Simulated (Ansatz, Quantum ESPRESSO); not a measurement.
# VSi3 (Pm-3m): zone-centre phonons, part 2 of 3

Aim: the zone-centre modes of VSi3 (Pm-3m).

Quantum ESPRESSO 7.5; DFT LDA, scalar-relativistic, plane waves, GBRV ultrasoft pseudopotentials.

So far. Step 2 (A first look): No gap opens on this mesh, so smearing is kept; the start stands at -12 GPa. Step 4 (Ground state): The cell stands at 0.005 GPa, close enough for phonons. The relaxed cell has a = 3.693 Å (conventional setting).

The structure was built from a prototype and need not be the compound's stable phase.

**5. Zone-centre response**

At q = 0 one unit cell holds all displacements; symmetry groups them into irreducible representations that are solved one by one. With smeared occupations no response to a homogeneous field can be asked.

ph.in

```
phonons
&INPUTPH
  prefix       = 'x'
  outdir       = './tmp'
  fildyn       = 'g.dyn'
  tr2_ph       = 1.0d-18
  alpha_mix(1) = 0.4
  nmix_ph      = 8
/
0.000000000000 0.000000000000 0.000000000000
```

Run with:

```bash
$ OMP_NUM_THREADS=1 mpirun -n 4 ph.x -nk 4 -in ph.in > ph.out
```

What it wrote:

```text
[banners, grids, parts of the stress and lines that vanish by symmetry left out]
[banner, memory and clock lines left out]
Program PHONON v.7.5

     ./tmp/x.save/

     IMPORTANT: XC functional enforced from input :
     Exchange-correlation= PZ
                           (   1   1   0   0   0   0   0)
     Any further DFT definition will be discarded
     Please, verify this is what you really want

     G-vector sticks info

     Check: negative core charge=   -0.000002

     negative rho (up, down):  1.332E-03 0.000E+00
     Reading collected, re-writing distributed wavefunctions in ./tmp/

     Number and degeneracy of irreps per q-point
       N         xq(1)         xq(2)         xq(3)   N irreps
       1   0.000000000   0.000000000   0.000000000       4
        3   3   3   3

     Calculation of q =    0.0000000   0.0000000   0.0000000

     phonons

     bravais-lattice index     =            1
     lattice parameter (alat)  =       6.9791  a.u.
     unit-cell volume          =     339.9299 (a.u.)^3
     number of atoms/cell      =            4
     number of atomic types    =            2
     kinetic-energy cut-off    =      40.0000  Ry
     charge density cut-off    =     240.0000  Ry
     convergence threshold     =      1.0E-18
     beta                      =       0.4000
     number of iterations used =            8
     Exchange-correlation= PZ
                           (   1   1   0   0   0   0   0)

     celldm(1)=    6.97905  celldm(2)=    0.00000  celldm(3)=    0.00000
     celldm(4)=    0.00000  celldm(5)=    0.00000  celldm(6)=    0.00000

     crystal axes: (cart. coord. in units of alat)
               a(1) = (  1.0000  0.0000  0.0000 )
               a(2) = (  0.0000  1.0000  0.0000 )
               a(3) = (  0.0000  0.0000  1.0000 )

     reciprocal axes: (cart. coord. in units 2 pi/alat)
               b(1) = (  1.0000  0.0000  0.0000 )
               b(2) = (  0.0000  1.0000  0.0000 )
               b(3) = (  0.0000  0.0000  1.0000 )

     Atoms inside the unit cell:

     Cartesian axes

     site n.  atom      mass           positions (alat units)
        1  V      50.9415   tau(    1) = (    0.00000    0.00000    0.00000  )
        2  Si     28.0850   tau(    2) = (    0.00000    0.50000    0.50000  )
        3  Si     28.0850   tau(    3) = (    0.50000    0.00000    0.50000  )
        4  Si     28.0850   tau(    4) = (    0.50000    0.50000    0.00000  )

     Computing dynamical matrix for
                    q = (   0.0000000   0.0000000   0.0000000 )

     49 Sym.Ops. (with q -> -q+G )

     G cutoff =  296.1041  (  21367 G-vectors)     FFT grid: ( 36, 36, 36)
     G cutoff =  197.4027  (  11633 G-vectors)  smooth grid: ( 30, 30, 30)

     number of k points=    35  Marzari-Vanderbilt smearing, width (Ry)=  0.0200
                       cart. coord. in units 2pi/alat
        k(    1) = (   0.0000000   0.0000000   0.0000000), wk =   0.0039062
        k(    2) = (   0.0000000   0.0000000   0.1250000), wk =   0.0234375
        k(    3) = (   0.0000000   0.0000000   0.2500000), wk =   0.0234375
        [... further k-points left out ...]

     PseudoPot. # 1 for V  read from file:
     ./pseudo/V.upf
     Pseudo is Ultrasoft + core correction, Zval = 13.0
     Using radial grid of  853 points,  6 beta functions with:
                l(1) =   0
                l(2) =   0
                l(3) =   1
                l(4) =   1
                l(5) =   2
                l(6) =   2
     Q(r) pseudized with  8 coefficients,  rinner =    1.100   1.100   1.100
                                                       1.100   1.100

     PseudoPot. # 2 for Si read from file:
     ./pseudo/Si.upf
     Pseudo is Ultrasoft + core correction, Zval =  4.0
     Using radial grid of  899 points,  6 beta functions with:
                l(1) =   0
                l(2) =   0
                l(3) =   1
                l(4) =   1
                l(5) =   2
                l(6) =   2
     Q(r) pseudized with  8 coefficients,  rinner =    0.900   0.900   0.900
                                                       0.900   0.900

     Mode symmetry, O_h (m-3m)  point group:

     Atomic displacements:
     There are    4 irreducible representations

     Representation     1      3 modes -  To be done

     Representation     2      3 modes -  To be done

     Representation     3      3 modes -  To be done

     Representation     4      3 modes -  To be done

     Alpha used in Ewald sum =   2.3000

     negative rho (up, down):  1.332E-03 0.000E+00

     Representation #   1 modes #   1   2   3

     Self-consistent Calculation
      iter #   1   av.it.:   6.3
      thresh= 1.000E-02 alpha_mix =  0.400 |ddv_scf|^2 =  2.579E-07
      iter #   2   av.it.:  14.2
      thresh= 5.079E-05 alpha_mix =  0.400 |ddv_scf|^2 =  1.798E-09
      iter #   3   av.it.:  14.4
      thresh= 4.241E-06 alpha_mix =  0.400 |ddv_scf|^2 =  5.808E-10
      iter #   4   av.it.:  15.2
      thresh= 2.410E-06 alpha_mix =  0.400 |ddv_scf|^2 =  4.301E-12
      iter #   5   av.it.:  16.4
      thresh= 2.074E-07 alpha_mix =  0.400 |ddv_scf|^2 =  1.922E-13
      iter #   6   av.it.:  16.4
      thresh= 4.384E-08 alpha_mix =  0.400 |ddv_scf|^2 =  2.343E-15
      iter #   7   av.it.:  16.1
      thresh= 4.840E-09 alpha_mix =  0.400 |ddv_scf|^2 =  4.003E-16
      iter #   8   av.it.:  15.9
      thresh= 2.001E-09 alpha_mix =  0.400 |ddv_scf|^2 =  1.968E-18
      iter #   9   av.it.:  16.9
      thresh= 1.403E-10 alpha_mix =  0.400 |ddv_scf|^2 =  6.738E-20

     End of self-consistent calculation

     Convergence has been achieved

     Representation #   2 modes #   4   5   6

     Self-consistent Calculation
      iter #   1   av.it.:   5.1
      thresh= 1.000E-02 alpha_mix =  0.400 |ddv_scf|^2 =  5.330E-08
      iter #   2   av.it.:  14.0
      thresh= 2.309E-05 alpha_mix =  0.400 |ddv_scf|^2 =  1.773E-09
      iter #   3   av.it.:  14.1
      thresh= 4.210E-06 alpha_mix =  0.400 |ddv_scf|^2 =  5.096E-10
      iter #   4   av.it.:  14.5
      thresh= 2.257E-06 alpha_mix =  0.400 |ddv_scf|^2 =  1.388E-11
      iter #   5   av.it.:  15.2
      thresh= 3.725E-07 alpha_mix =  0.400 |ddv_scf|^2 =  1.148E-13
[...]
End of self-consistent calculation

     Convergence has been achieved

     Representation #   3 modes #   7   8   9

     Self-consistent Calculation
[...]
End of self-consistent calculation

     Convergence has been achieved

     Representation #   4 modes #  10  11  12

     Self-consistent Calculation
[...]
iter #   2   av.it.:  15.2
      thresh= 8.377E-06 alpha_mix =  0.400 |ddv_scf|^2 =  1.823E-09
      iter #   3   av.it.:  14.9
      thresh= 4.269E-06 alpha_mix =  0.400 |ddv_scf|^2 =  9.707E-11
      iter #   4   av.it.:  14.6
      thresh= 9.852E-07 alpha_mix =  0.400 |ddv_scf|^2 =  6.986E-14
      iter #   5   av.it.:  15.7
      thresh= 2.643E-08 alpha_mix =  0.400 |ddv_scf|^2 =  1.786E-14
      iter #   6   av.it.:  15.1
      thresh= 1.336E-08 alpha_mix =  0.400 |ddv_scf|^2 =  1.284E-17
      iter #   7   av.it.:  15.8
      thresh= 3.583E-10 alpha_mix =  0.400 |ddv_scf|^2 =  1.303E-18
      iter #   8   av.it.:  15.8
      thresh= 1.142E-10 alpha_mix =  0.400 |ddv_scf|^2 =  8.896E-21

     End of self-consistent calculation

     Convergence has been achieved

     Number of q in the star =    1
     List of q in the star:
          1   0.000000000   0.000000000   0.000000000

     Diagonalizing the dynamical matrix

     q = (    0.000000000   0.000000000   0.000000000 )

 **************************************************************************
     freq (    1) =      -0.158164 [THz] =      -5.275783 [cm-1]
     freq (    2) =      -0.158164 [THz] =      -5.275783 [cm-1]
     freq (    3) =      -0.158164 [THz] =      -5.275783 [cm-1]
     freq (    4) =       1.713963 [THz] =      57.171658 [cm-1]
     freq (    5) =       1.713963 [THz] =      57.171658 [cm-1]
     freq (    6) =       1.713963 [THz] =      57.171658 [cm-1]
     freq (    7) =       6.808521 [THz] =     227.107799 [cm-1]
     freq (    8) =       6.808521 [THz] =     227.107799 [cm-1]
     freq (    9) =       6.808521 [THz] =     227.107799 [cm-1]
     freq (   10) =       9.057538 [THz] =     302.126951 [cm-1]
     freq (   11) =       9.057538 [THz] =     302.126951 [cm-1]
     freq (   12) =       9.057538 [THz] =     302.126951 [cm-1]
 **************************************************************************

     Mode symmetry, O_h (m-3m)  point group:

     freq (   1-   3) =         -5.3  [cm-1]   --> T_1u G_15  G_4- I
     freq (   4-   6) =         57.2  [cm-1]   --> T_1u G_15  G_4- I
     freq (   7-   9) =        227.1  [cm-1]   --> T_2u G_25  G_5-
     freq (  10-  12) =        302.1  [cm-1]   --> T_1u G_15  G_4- I
```

The job ended after 3.3 min (4 MPI ranks of Arm Neoverse V1, shared host; 13 min of CPU time).

This step gave:

| Property | Result |
| --- | --- |
| largest acoustic frequency at the zone centre before the sum rule | -5.28 cm⁻¹ |
| highest optical zone-centre mode (no LO-TO term) | 302.1 cm⁻¹ |
| lowest optical zone-centre mode | 57.17 cm⁻¹ |

The acoustic modes at Γ come out as far as 5.3 cm⁻¹ from zero, where they should vanish, a small numerical error.

**6. Modes with the sum rule**

A rigid shift of the crystal must cost nothing, but grids and finite bases break this; the acoustic sum rule is imposed before the matrix is diagonalised again.

dynmat.in

```
&INPUT
  fildyn = 'g.dyn'
  asr    = 'simple'
  fileig = 'dynmat.eig'
/
```

Run with:

```bash
$ dynmat.x -in dynmat.in > dynmat.out
```

What it wrote:

```text
[banner, memory and clock lines left out]
Program DYNMAT v.7.5

     Reading Dynamical Matrix from file g.dyn
     ...Force constants read
     ...epsilon and Z* not read (not found on file)
     A direction for q was not specified:TO-LO splitting will be absent

     Polarizability (A^3 units)
     multiply by 1.000000 for Clausius-Mossotti correction
         0.000000    0.000000    0.000000
         0.000000    0.000000    0.000000
         0.000000    0.000000    0.000000

     IR activities are in (D/A)^2/amu units

# mode   [cm-1]    [THz]      IR
    1     -0.00   -0.0000    0.0000
    2      0.00    0.0000    0.0000
    3      0.00    0.0000    0.0000
    4     57.39    1.7204    0.0000
    5     57.39    1.7204    0.0000
    6     57.39    1.7204    0.0000
    7    227.20    6.8111    0.0000
    8    227.20    6.8111    0.0000
    9    227.20    6.8111    0.0000
   10    302.19    9.0594    0.0000
   11    302.19    9.0594    0.0000
   12    302.19    9.0594    0.0000

[end of the log left out, with the tail of the file of modes that dynmat.x writes under the same name]
```

The job ended after 0.46 s (1 thread).

This step gave:

| Property | Result |
| --- | --- |
| highest optical zone-centre mode (no LO-TO term) | 302.2 cm⁻¹ |
| lowest optical zone-centre mode | 57.39 cm⁻¹ |

Unit eigenvectors of the mass-weighted matrix after the sum rule; no LO-TO term. Modes at Γ, with each element's share of the kinetic energy:

```
mode  frequency (cm⁻¹)  symmetry  V %  Si %
   1               0.0  acoustic   38    62
   2               0.0  acoustic   38    62
   3               0.0  acoustic   38    62
   4              57.4       T1u   50    50
   5              57.4       T1u   50    50
   6              57.4       T1u   50    50
   7             227.2       T2u    0   100
   8             227.2       T2u    0   100
   9             227.2       T2u    0   100
  10             302.2       T1u   13    87
  11             302.2       T1u   13    87
  12             302.2       T1u   13    87
```

Displacements in mode 5 (57.4 cm⁻¹), the largest set to 1:
```
V1   0.10  0.04  0.76
Si2 -0.13 -0.01 -0.19
Si3 -0.03 -0.06 -0.19
Si4 -0.03 -0.01 -1.00
```

Displacements in mode 10 (302.2 cm⁻¹), the largest set to 1:
```
V1   0.00  0.00  0.47
Si2  0.00  0.00 -0.92
Si3  0.00  0.00 -0.92
Si4  0.00  0.00  1.00
```

The rule moves no optical mode by more than 0.3 cm⁻¹.

**7. Sum rules set otherwise: a sum rule for molecules or wires on a crystal**

This rule also removes rotations, which suits molecules and not a crystal; it is tried to see the harm.

dynmat.in

```
&INPUT
  fildyn = 'g.dyn'
  asr    = 'zero-dim'
  fileig = 'dynmat.eig'
/
```

Run with:

```bash
$ dynmat.x -in dynmat.in > dynmat.out
```

What it wrote:

```text
[banner, memory and clock lines left out]
Program DYNMAT v.7.5

     Reading Dynamical Matrix from file g.dyn
     ...Force constants read
     ...epsilon and Z* not read (not found on file)
     Acoustic Sum Rule: || Z*(ASR) - Z*(orig)|| =    0.000000E+00
     Acoustic Sum Rule: ||dyn(ASR) - dyn(orig)||=    1.491297E-01
     A direction for q was not specified:TO-LO splitting will be absent

     Polarizability (A^3 units)
     multiply by 1.000000 for Clausius-Mossotti correction
         0.000000    0.000000    0.000000
         0.000000    0.000000    0.000000
         0.000000    0.000000    0.000000

     IR activities are in (D/A)^2/amu units

# mode   [cm-1]    [THz]      IR
    1     -0.00   -0.0000    0.0000
    2     -0.00   -0.0000    0.0000
    3     -0.00   -0.0000    0.0000
    4      0.00    0.0000    0.0000
    5      0.00    0.0000    0.0000
    6      0.00    0.0000    0.0000
    7     57.22    1.7155    0.0000
    8    191.76    5.7489    0.0000
    9    191.76    5.7489    0.0000
   10    300.93    9.0216    0.0000
   11    300.93    9.0216    0.0000
   12    302.13    9.0576    0.0000

   )
[end of the log left out, with the tail of the file of modes that dynmat.x writes under the same name]
```

Run time: 0.46 s. Hardware: 1 thread.

The program raised no error, yet the settings are not those of a careful run.

The fault: a sum rule for molecules or wires on a crystal; 3 optical modes are projected out to zero frequency, as if they were rotations.

For a crystal the rule has to be 'simple' or 'crystal'.

Zone-centre frequencies as printed; negative means imaginary. Modes:

```
mode  frequency (cm⁻¹)
   1                 0
   2                 0
   3                 0
   4                 0
   5                 0
   6                 0
   7             57.22
   8             191.8
   9             191.8
  10             300.9
  11             300.9
  12             302.1
```

(Part 2 of 3 ends here.)

[Host names and launcher messages were left out of these logs when they were recorded.]

[Logs are printed without paths, hosts, clocks, repeated set-up lines and the standing remarks that a program may print on its own settings, such as how far it seeks lower states.]

[Hosts, paths, dates, database ids (printed as entryN), source tags and the programs' standing remarks are cut or masked in the printed files.]
